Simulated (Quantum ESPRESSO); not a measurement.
# Core-hole calculation of the Gd L₃ edge in Gd2TeO2 (I4/mmm), part 2 of 3

What does one-electron theory with a core hole give for the Gd L₃ edge of Gd2TeO2 (I4/mmm)?

Quantum ESPRESSO 7.5; X-ray absorption near-edge structure, plane-wave PAW LDA, one-electron final states by a Lanczos continued fraction.

So far. Step 2 (The field without a hole): The mesh shows a gap of 1.27 eV, so the hole is first treated in a charged cell, without the excited electron. Step 3 (Spectrum without a core hole, ): The time allowed ran out, so this step gives no result.

## (6) Supercell with FCH, Gd atom 1

Level of this step: plane-wave PAW DFT, LDA, scalar-relativistic, self-consistent field (Quantum ESPRESSO).

The holes are 5.6 Å apart. The excited electron is left out and a uniform background balances the charge.

The absorber has 4 O at 2.28 Å (4-fold, site symmetry 4mm).

scf.in reads:

```
&control
   calculation='scf', prefix='x', pseudo_dir='../pp', outdir='tmp', tprnfor=.true.
/
&system
   ibrav=0, nat=10, ntyp=4, nbnd=44
   ecutwfc=47, ecutrho=360
   occupations='fixed'
   tot_charge=1
/
&electrons
   conv_thr=1.0e-07, electron_maxstep=120
   mixing_beta=0.5
/
ATOMIC_SPECIES
Gd0 1.0 Gd.lda-spdn-kjpaw-2pch.UPF
Gd 1.0 Gd.lda-spdn-kjpaw.UPF
Te 1.0 Te.lda-n-kjpaw.UPF
O 1.0 O.lda-n-kjpaw.UPF
CELL_PARAMETERS angstrom
  3.96200000 -3.96200000 0.00000000
  3.96200000 3.96200000 0.00000000
  -1.98100000 1.98100000 6.26600000
ATOMIC_POSITIONS crystal
Gd0  0.66067000 0.00000000 0.32134000
Gd   0.16067000 0.50000000 0.32134000
Gd   0.33933000 0.00000000 0.67866000
Gd   0.83933000 0.50000000 0.67866000
Te   0.00000000 0.00000000 0.00000000
Te   0.50000000 0.50000000 0.00000000
O    0.00000000 0.25000000 0.50000000
O    0.50000000 0.75000000 0.50000000
O    0.50000000 0.25000000 0.50000000
O    0.00000000 0.75000000 0.50000000
K_POINTS automatic
4 3 4 0 0 0
```

Command:

```sh
> OMP_NUM_THREADS=1 mpirun --oversubscribe --bind-to none -np 4 pw.x -nk 4 -in scf.in > scf.out
```

What it wrote:

```text
     [... banner and references ...]
[banner, memory and clock lines left out]
using ibrav=0 with symmetry is DISCOURAGED, use correct ibrav instead

     G-vector sticks info

     bravais-lattice index     =            0
     lattice parameter (alat)  =      10.5884  a.u.
     unit-cell volume          =    1327.5348 (a.u.)^3
     number of atoms/cell      =           10
     number of atomic types    =            4
     number of electrons       =        80.00
     number of Kohn-Sham states=           44
     kinetic-energy cutoff     =      47.0000  Ry
     charge density cutoff     =     360.0000  Ry
     scf convergence threshold =      1.0E-07
     mixing beta               =       0.5000
     number of iterations used =            8  plain     mixing
     Exchange-correlation= SLA  PZ   NOGX NOGC
                           (   1   1   0   0   0   0   0)

     celldm(1)=  10.588351  celldm(2)=   0.000000  celldm(3)=   0.000000
     celldm(4)=   0.000000  celldm(5)=   0.000000  celldm(6)=   0.000000

     crystal axes: (cart. coord. in units of alat)
               a(1) = (   0.707107  -0.707107   0.000000 )
               a(2) = (   0.707107   0.707107   0.000000 )
               a(3) = (  -0.353553   0.353553   1.118307 )

     reciprocal axes: (cart. coord. in units 2 pi/alat)
               b(1) = (  0.707107 -0.707107  0.447105 )
               b(2) = (  0.707107  0.707107 -0.000000 )
               b(3) = ( -0.000000  0.000000  0.894209 )

     PseudoPot. #1 for Gd:     Pseudo is Projector augmented-wave + core cor, Zval = 12.0

     PseudoPot. #2 for Gd:     Pseudo is Projector augmented-wave + core cor, Zval = 11.0

[...]
ethr =  7.34E-10,  avg # of iterations =  5.5

     total energy              =   -3033.54961166 Ry
     estimated scf accuracy    <       0.00000116 Ry

     iteration # 15     ecut=    47.00 Ry     beta= 0.50
     Davidson diagonalization with overlap
     ethr =  7.34E-10,  avg # of iterations =  4.9

     End of self-consistent calculation

          k = 0.0000 0.0000 0.0000 (  7273 PWs)   bands (ev):

   -39.6064 -33.7645 -33.7059 -33.6611 -16.3137 -16.2575 -16.2550 -12.2708
   -12.2596 -12.1243 -11.5049 -11.4621 -11.4057 -11.3320 -11.2985 -11.2577
    -7.9241  -7.5651  -6.7901  -6.7856  -0.7517   0.1325   4.0640   4.3337
     4.5867   4.8257   4.8269   5.0958   6.3838   6.4507   6.5940   6.6511
     6.6649   6.6922   6.8031   7.0325   8.4767   8.7793   9.5825   9.5860
    10.4702  11.6105  11.7706  11.9354

     [... bands of 13 further k-points ...]

     highest occupied, lowest unoccupied level (ev):     9.6496   10.4586

!    total energy              =   -3033.54961177 Ry
     total all-electron energy =   -117320.466622 Ry
     estimated scf accuracy    <       0.00000005 Ry

     The total energy is the sum of the following terms:
     one-electron contribution =    -163.98948472 Ry
     hartree contribution      =     127.03488983 Ry
     xc contribution           =    -310.63059360 Ry
     ewald contribution        =    -338.45055429 Ry
     one-center paw contrib.   =   -2347.51386899 Ry

     convergence has been achieved in  15 iterations

     Forces acting on atoms (cartesian axes, Ry/au):

     atom    1 type  1   force =     0.00000000    0.00000000    0.09596160
     atom    2 type  2   force =     0.00000000    0.00000000    0.01479490
     atom    3 type  2   force =     0.00000000    0.00000000   -0.02818528
[...]
atom    9 type  4   force =    -0.00144302   -0.04134154   -0.02316487
     atom   10 type  4   force =     0.00144302    0.04134154   -0.02316487

     Total force =     0.141943     Total SCF correction =     0.000323

     XML data file, charge density, pseudopotentials, collected wavefunctions
```

Wall time 68 s (4 MPI ranks of Arm Neoverse V1, shared host); peak memory 0.29 GiB.

Energy with the hole: -1596226.266 eV, cores included.

## (7) Spectrum with FCH, Gd atom 1

The Lanczos recursion gives the spectrum without computing empty bands; each polarisation needs a run of its own on the full k mesh. xe0 is set between filled and empty states, and states below it are cut. The file of filecore holds the core orbital, taken from the hole-free data set.

xspectra.in reads:

```
&input_xspectra
   calculation='xanes_dipole', edge='L3'
   prefix='x', outdir='tmp', xiabs=1, xe0=10.0541
   xonly_plot=.false., x_save_file='xanes.sav'
   xniter=3000, xcheck_conv=20, xerror=0.005
   xcoordcrys=.false., xepsilon(1)=1, xepsilon(2)=0, xepsilon(3)=0
/
&plot
   xnepoint=501, xemin=-10, xemax=70, terminator=.true., cut_occ_states=.true.
   xgamma=0.4
/
&pseudos
   filecore='../Gd.wfc'
/
&cut_occ
   cut_desmooth=0.1, cut_stepl=0.05, cut_stepu=0.05, cut_ierror=1e-5
/
4 3 4 0 0 0
```

xspectra_1.in, as its differences from xspectra.in of step 7:

```diff
@@ -5,3 +5,3 @@
    xniter=3000, xcheck_conv=20, xerror=0.005
-   xcoordcrys=.false., xepsilon(1)=1, xepsilon(2)=0, xepsilon(3)=0
+   xcoordcrys=.false., xepsilon(1)=0, xepsilon(2)=0, xepsilon(3)=1
 /
```

Command:

```sh
> OMP_NUM_THREADS=1 mpirun --oversubscribe --bind-to none -np 4 xspectra.x -nk 4 -in xspectra.in > xspectra.out
```

What it wrote:

```text
     [... banner and references ...]
Reading input_file

     calculation: xanes_dipole

     xepsilon  [cartesian coordinates]:   1.000000   0.000000   0.000000

     xonly_plot: FALSE
        => complete calculation: Lanczos + spectrum plot

     filecore (core-wavefunction file): ../Gd.wfc

     main plot parameters:
        cut_occ_states: TRUE
        gamma_mode:  constant
        -> using xgamma [eV]:  0.40
        xemin [eV]: -10.00
        xemax [eV]:  70.00
        xnepoint:  501
        xe0 [eV]:  10.054100 (energy zero read in input file)

     WARNING: variable ef_r is obsolete

                      Reading SCF save directory: x.save

     tmp/x.save/

     Exchange-correlation= PZ
                           (   1   1   0   0   0   0   0)

     G-vector sticks info

                           Getting the Fermi energy

     From SCF save directory:
        ehomo [eV]:    9.6496 (highest occupied level)
        elumo [eV]:   10.4586 (lowest occupied level)
        ef    [eV]:    9.6496

     -> ef (in eV) will be written in x_save_file

                           Energy zero of the spectrum

     -> ef will NOT be used as energy zero of the spectrum
       (because xe0 read in input file)

     G-vector sticks info

     bravais-lattice index     =            0
     lattice parameter (alat)  =      10.5884  a.u.
     unit-cell volume          =    1327.5348 (a.u.)^3
     number of atoms/cell      =           10
     number of atomic types    =            4
     number of electrons       =        80.00
     number of Kohn-Sham states=           44
     kinetic-energy cutoff     =      47.0000  Ry
     charge density cutoff     =     360.0000  Ry
     Exchange-correlation= PZ
                           (   1   1   0   0   0   0   0)

     celldm(1)=  10.588351  celldm(2)=   0.000000  celldm(3)=   0.000000
     celldm(4)=   0.000000  celldm(5)=   0.000000  celldm(6)=   0.000000

     crystal axes: (cart. coord. in units of alat)
               a(1) = (   0.707107  -0.707107   0.000000 )
               a(2) = (   0.707107   0.707107   0.000000 )
               a(3) = (  -0.353553   0.353553   1.118307 )

     reciprocal axes: (cart. coord. in units 2 pi/alat)
               b(1) = (  0.707107 -0.707107  0.447105 )
               b(2) = (  0.707107  0.707107 -0.000000 )
               b(3) = ( -0.000000  0.000000  0.894209 )

     PseudoPot. #1 for Gd:     Pseudo is Projector augmented-wave + core cor, Zval = 12.0

     PseudoPot. #2 for Gd:     Pseudo is Projector augmented-wave + core cor, Zval = 11.0

     PseudoPot. #3 for Te:     Pseudo is Projector augmented-wave + core cor, Zval =  6.0

     ../pp/O.lda-n-kjpaw.UPF
     Pseudo is Projector augmented-wave + core cor, Zval =  6.0
     Shape of augmentation charge: PSQ
     Using radial grid of 1095 points,  4 beta functions with:
                l(1) =   0
                l(2) =   0
                l(3) =   1
                l(4) =   1
     Q(r) pseudized with 0 coefficients

     atomic species   valence    mass     pseudopotential
     Gd0              12.00     1.00000     Gd( 1.00)
     Gd               11.00     1.00000     Gd( 1.00)
     Te                6.00     1.00000     Te( 1.00)
     O                 6.00     1.00000     O ( 1.00)

      4 Sym. Ops. (no inversion) found

   Cartesian axes

     site n.     atom                  positions (alat units)
         1        Gd0    tau(   1) = (   0.3535534  -0.3535534   0.3593567  )
         2        Gd     tau(   2) = (   0.3535534   0.3535534   0.3593567  )
         3        Gd     tau(   3) = (   0.0000000  -0.0000000   0.7589500  )
         4        Gd     tau(   4) = (   0.7071068  -0.0000000   0.7589500  )
         5        Te     tau(   5) = (   0.0000000   0.0000000   0.0000000  )
         6        Te     tau(   6) = (   0.7071068   0.0000000   0.0000000  )
         7        O      tau(   7) = (   0.0000000   0.3535534   0.5591533  )
         8        O      tau(   8) = (   0.7071068   0.3535534   0.5591533  )
[...]
k(    5) = (   0.2357023   0.2357023  -0.0000000), wk =   0.0416667
[...]
k(   46) = (   1.0017346  -0.0589256   0.5588807), wk =   0.0416667
        k(   47) = (   1.0017346  -0.0589256   0.7824330), wk =   0.0416667
        k(   48) = (   1.0017346  -0.0589256   1.0059852), wk =   0.0416667

     Dense  grid:   153103 G-vectors     FFT dimensions: (  64,  64,  80)

     Smooth grid:    57871 G-vectors     FFT dimensions: (  48,  48,  60)

     The potential is recalculated from file :
     tmp/x.save/charge-density

     Starting wfcs are   76 atomic wfcs
     Checking if some PAW data can be deallocated...

               Reading core wavefunction file for the absorbing atom

     ../Gd.wfc successfully read

                              Attributing the PAW radii
                     for the absorbing atom [units: Bohr radius]

        PAW proj 1: r_paw(l= 0)= 2.55  (1.5*r_cut)
        PAW proj 2: r_paw(l= 0)= 2.55  (1.5*r_cut)
        PAW proj 3: r_paw(l= 1)= 2.70  (1.5*r_cut)
        PAW proj 4: r_paw(l= 1)= 2.70  (1.5*r_cut)
        PAW proj 5: r_paw(l= 2)= 3.00  (1.5*r_cut)
        PAW proj 6: r_paw(l= 2)= 3.00  (1.5*r_cut)

        NB: The calculation will not necessary use all these r_paw values.
            - For a edge in the electric-dipole approximation,
              only the r_paw(l=1) values are used.
            - For a K edge in the electric-quadrupole approximation,
              only the r_paw(l=2) values are used.

            - For a L2 or L3 edge in the electric-quadrupole approximation,

              all projectors (s, p and d) are used.

                          Starting XANES calculation
                     in the electric dipole approximation
     Method of calculation based on the Lanczos recursion algorithm
        - STEP 1: Construction of a kpoint-dependent Lanczos basis,
          in which the Hamiltonian is tridiagonal (each 'iter'
          corresponds to the calculation of one more Lanczos vector)
        - STEP 2: Calculation of the cross-section as a continued fraction
          averaged over the k-points.

     ... Begin STEP 1 ...

        Radial transition matrix element(s) used in the calculation of the
        initial vector of the Lanczos basis (|tilde{phi}_abs> normalized)
l =  2    Radial matrix element proj. ( 1)=    0.00672281
l =  2    Radial matrix element proj. ( 2)=    0.01038660
l =  0    Radial matrix element proj. ( 1)=    0.00227138
l =  0    Radial matrix element proj. ( 2)=    0.00234704
NB: the    12 k-point are not all listed below because npool=  4

               Lanczos Number                 1  of            4

        |-------------------------------------------------------------
        ! k-point #     1:  ( 0.0000,  0.0000,  0.0000),  0.0417,   1
        |-------------------------------------------------------------
        |   Norm of the initial Lanczos vector: 0.54305278E-02
        |   Estimated error at iter     20:   1.00516165
        |   Estimated error at iter     40:   0.33920726
        |   Estimated error at iter     60:   0.21142586
        |   Estimated error at iter     80:   0.21603699
        |   Estimated error at iter    100:   0.17483175
[...]
!   => CONVERGED at iter    540 with error=  0.00351771
        |-------------------------------------------------------------
        ! k-point #     2:  ( 0.0000,  0.0000,  0.2236),  0.0417,   1
        |-------------------------------------------------------------
        |   Norm of the initial Lanczos vector: 0.54305270E-02
[...]
|   Estimated error at iter    400:   0.01747486
        |   Estimated error at iter    420:   0.01060279
        |   Estimated error at iter    440:   0.00809746
        !   => CONVERGED at iter    460 with error=  0.00440007
        |-------------------------------------------------------------
     [... 45 further k-points ...]
        ! k-point #    12:  ( 0.4714,  0.4714,  0.6707),  0.0417,   1
        |-------------------------------------------------------------
        |   Norm of the initial Lanczos vector: 0.54305242E-02

     Results of STEP 1 successfully written in x_save_file
     x_save_file name:
     ->  xanes.sav
     x_save_file version:  2

     ... End STEP 1 ...

     ... Begin STEP 2 ...

     The spectrum is calculated using the following parameters:
        xe0 [eV]:   10.0541
        the occupied states are elimintate from the spectrum
        xemin [eV]: -10.00
        xemax [eV]:  70.00
        xnepoint:  501
        constant broadening parameter [eV]:    0.400
        Core level energy [eV]:  -7243.
         (from electron binding energy of neutral atoms in X-ray data booklet)

     Cross-section successfully written in xanes.dat

     ... End STEP 2 ...

                                END JOB XSpectra
```

The job ended after 6 min (4 MPI ranks; peak memory 0.21 GiB).

The core hole lives too briefly for so narrow a line (tabulated full width 4.0 eV). The run keeps xgamma small, and the tables are broadened afterwards: Lorentzian half width 2 eV (not a setting of the program: the run's 0.4 eV curve was folded afterwards with a further Lorentzian).

The Gd L₃ spectrum, Gd atom 1, full core hole (charged cell) (energy from the lowest empty level; intensity scaled to a mean of 1 over the first 20 eV; folded afterwards to Lorentzian half width 2 eV; the points at xe0, where the cut of filled states can leave a spike, are interpolated; polarised curves are means over the symmetry-equivalent atoms):

```
E (eV)  isotropic  ε ⊥ c  ε ∥ c
  -2.0       0.55   0.54   0.59
  -1.4       0.71   0.68   0.75
  -0.8       0.92   0.88   0.98
  -0.2       1.18   1.15   1.26
   0.4       1.50   1.47   1.55
   1.0       1.80   1.79   1.82
   1.6       2.03   2.04   2.01
   2.2       2.11   2.13   2.06
   2.8       2.05   2.08   1.98
   3.4       1.90   1.94   1.83
   4.0       1.73   1.77   1.64
   4.6       1.53   1.57   1.45
   5.2       1.33   1.37   1.26
   5.8       1.15   1.18   1.09
   6.4       1.00   1.01   0.96
   7.0       0.88   0.88   0.86
   7.6       0.79   0.79   0.80
   8.2       0.75   0.74   0.76
   8.8       0.72   0.71   0.75
   9.4       0.72   0.70   0.75
  10.0       0.71   0.69   0.76
  10.6       0.71   0.69   0.76
  11.2       0.71   0.69   0.75
  11.8       0.70   0.68   0.74
  12.4       0.69   0.68   0.71
  13.0       0.68   0.67   0.69
  13.6       0.67   0.67   0.68
  14.2       0.66   0.66   0.66
  14.8       0.64   0.64   0.64
  15.4       0.63   0.63   0.63
  16.0       0.62   0.62   0.61
  16.6       0.62   0.62   0.61
  17.2       0.62   0.62   0.61
  17.8       0.62   0.63   0.61
  18.4       0.62   0.63   0.62
  19.0       0.62   0.62   0.62
  19.6       0.62   0.62   0.61
  20.2       0.61   0.61   0.60
  20.8       0.59   0.59   0.59
  21.4       0.58   0.58   0.58
  22.0       0.57   0.57   0.57
  22.6       0.57   0.56   0.57
  23.2       0.56   0.56   0.57
  23.8       0.56   0.56   0.56
  24.4       0.56   0.55   0.57
  25.0       0.56   0.55   0.57
  25.6       0.57   0.56   0.58
  26.2       0.58   0.57   0.59
  26.8       0.59   0.58   0.61
  27.4       0.60   0.59   0.62
  28.0       0.61   0.60   0.64
  28.6       0.62   0.61   0.64
  29.2       0.63   0.62   0.65
  29.8       0.64   0.63   0.65
  30.4       0.65   0.64   0.65
  31.0       0.65   0.65   0.65
  31.6       0.66   0.66   0.64
```

Main maxima below 30 eV (height): 2.2 eV (2.11). At an L edge the dipole rule selects empty d (and weakly s) states on the absorber, and the strong line at the onset measures the empty part of its d band.

The energy difference (zero at 7436 eV) isn't read as a photon energy: for so heavy an absorber the terms left out (core spin–orbit splitting, the hole's spin, the functional's error) amount to tens of eV or more.

## (8) Spectrum with FCH, other settings, Gd atom 1

A test of how far the spectrum depends on this setting.

Changed against the first core-hole run: k mesh from sound to coarse.

Edit xspectra.in of step 7 so:

```diff
@@ -17,2 +17,2 @@
 /
-4 3 4 0 0 0
+2 2 2 0 0 0
```

What it wrote:

```text
     [... banner and references ...]
Reading input_file

     calculation: xanes_dipole

     xepsilon  [cartesian coordinates]:   1.000000   0.000000   0.000000

     xonly_plot: FALSE
        => complete calculation: Lanczos + spectrum plot

     filecore (core-wavefunction file): ../Gd.wfc

     main plot parameters:
        cut_occ_states: TRUE
        gamma_mode:  constant
        -> using xgamma [eV]:  0.40
        xemin [eV]: -10.00
        xemax [eV]:  70.00
        xnepoint:  501
        xe0 [eV]:  10.054100 (energy zero read in input file)

[...]
Results of STEP 1 successfully written in x_save_file
     x_save_file name:
     ->  xanes.sav
     x_save_file version:  2

     ... End STEP 1 ...

     ... Begin STEP 2 ...

     The spectrum is calculated using the following parameters:
        xe0 [eV]:   10.0541
        the occupied states are elimintate from the spectrum
        xemin [eV]: -10.00
        xemax [eV]:  70.00
        xnepoint:  501
        constant broadening parameter [eV]:    0.400
        Core level energy [eV]:  -7243.
         (from electron binding energy of neutral atoms in X-ray data booklet)

     Cross-section successfully written in xanes.dat

     ... End STEP 2 ...

                                END JOB XSpectra
```

It took 63 s on 4 MPI ranks; peak memory 0.21 GiB; 4.2 min of CPU time.

These settings depart from the first run's and aren't meant as converged.

Against the first run the r.m.s. difference is 2 %. The highest intensity below 24 eV stays at 2.2 eV.

| E (eV) | first run | this run |
| --- | --- | --- |
| -2.0 | 0.55 | 0.56 |
| -0.5 | 1.04 | 1.05 |
| 1.0 | 1.80 | 1.81 |
| 2.5 | 2.09 | 2.07 |
| 4.0 | 1.73 | 1.73 |
| 5.5 | 1.24 | 1.25 |
| 7.0 | 0.88 | 0.88 |
| 8.5 | 0.73 | 0.74 |
| 10.0 | 0.71 | 0.71 |
| 11.5 | 0.71 | 0.67 |
| 13.0 | 0.68 | 0.68 |
| 14.5 | 0.65 | 0.67 |
| 16.0 | 0.62 | 0.64 |
| 17.5 | 0.62 | 0.63 |
| 19.0 | 0.62 | 0.60 |
| 20.5 | 0.60 | 0.56 |
| 22.0 | 0.57 | 0.56 |
| 23.5 | 0.56 | 0.56 |
| 25.0 | 0.56 | 0.57 |
| 26.5 | 0.58 | 0.60 |
| 28.0 | 0.61 | 0.63 |
| 29.5 | 0.64 | 0.65 |
| 31.0 | 0.65 | 0.67 |

[end of part 2 of 3]

[Banner, clock and machine lines of the logs are left out without a mark of their own.]

[Logs are printed without paths, hosts, clocks, repeated set-up lines and the standing remarks that a program may print on its own settings, such as how far it seeks lower states.]

[Hosts, paths, dates, database ids (printed as entryN), source tags and the programs' standing remarks are cut or masked in the printed files.]

[Lists of maxima count a maximum above −3 eV only where it reaches 4 % of the highest in the window and stands out from its surroundings by 2 % of it (1.5 % where it reaches 55 %); shoulders and weaker maxima are passed over, and of the rest the first, up to two pre-edge ones and the few strongest are named.]
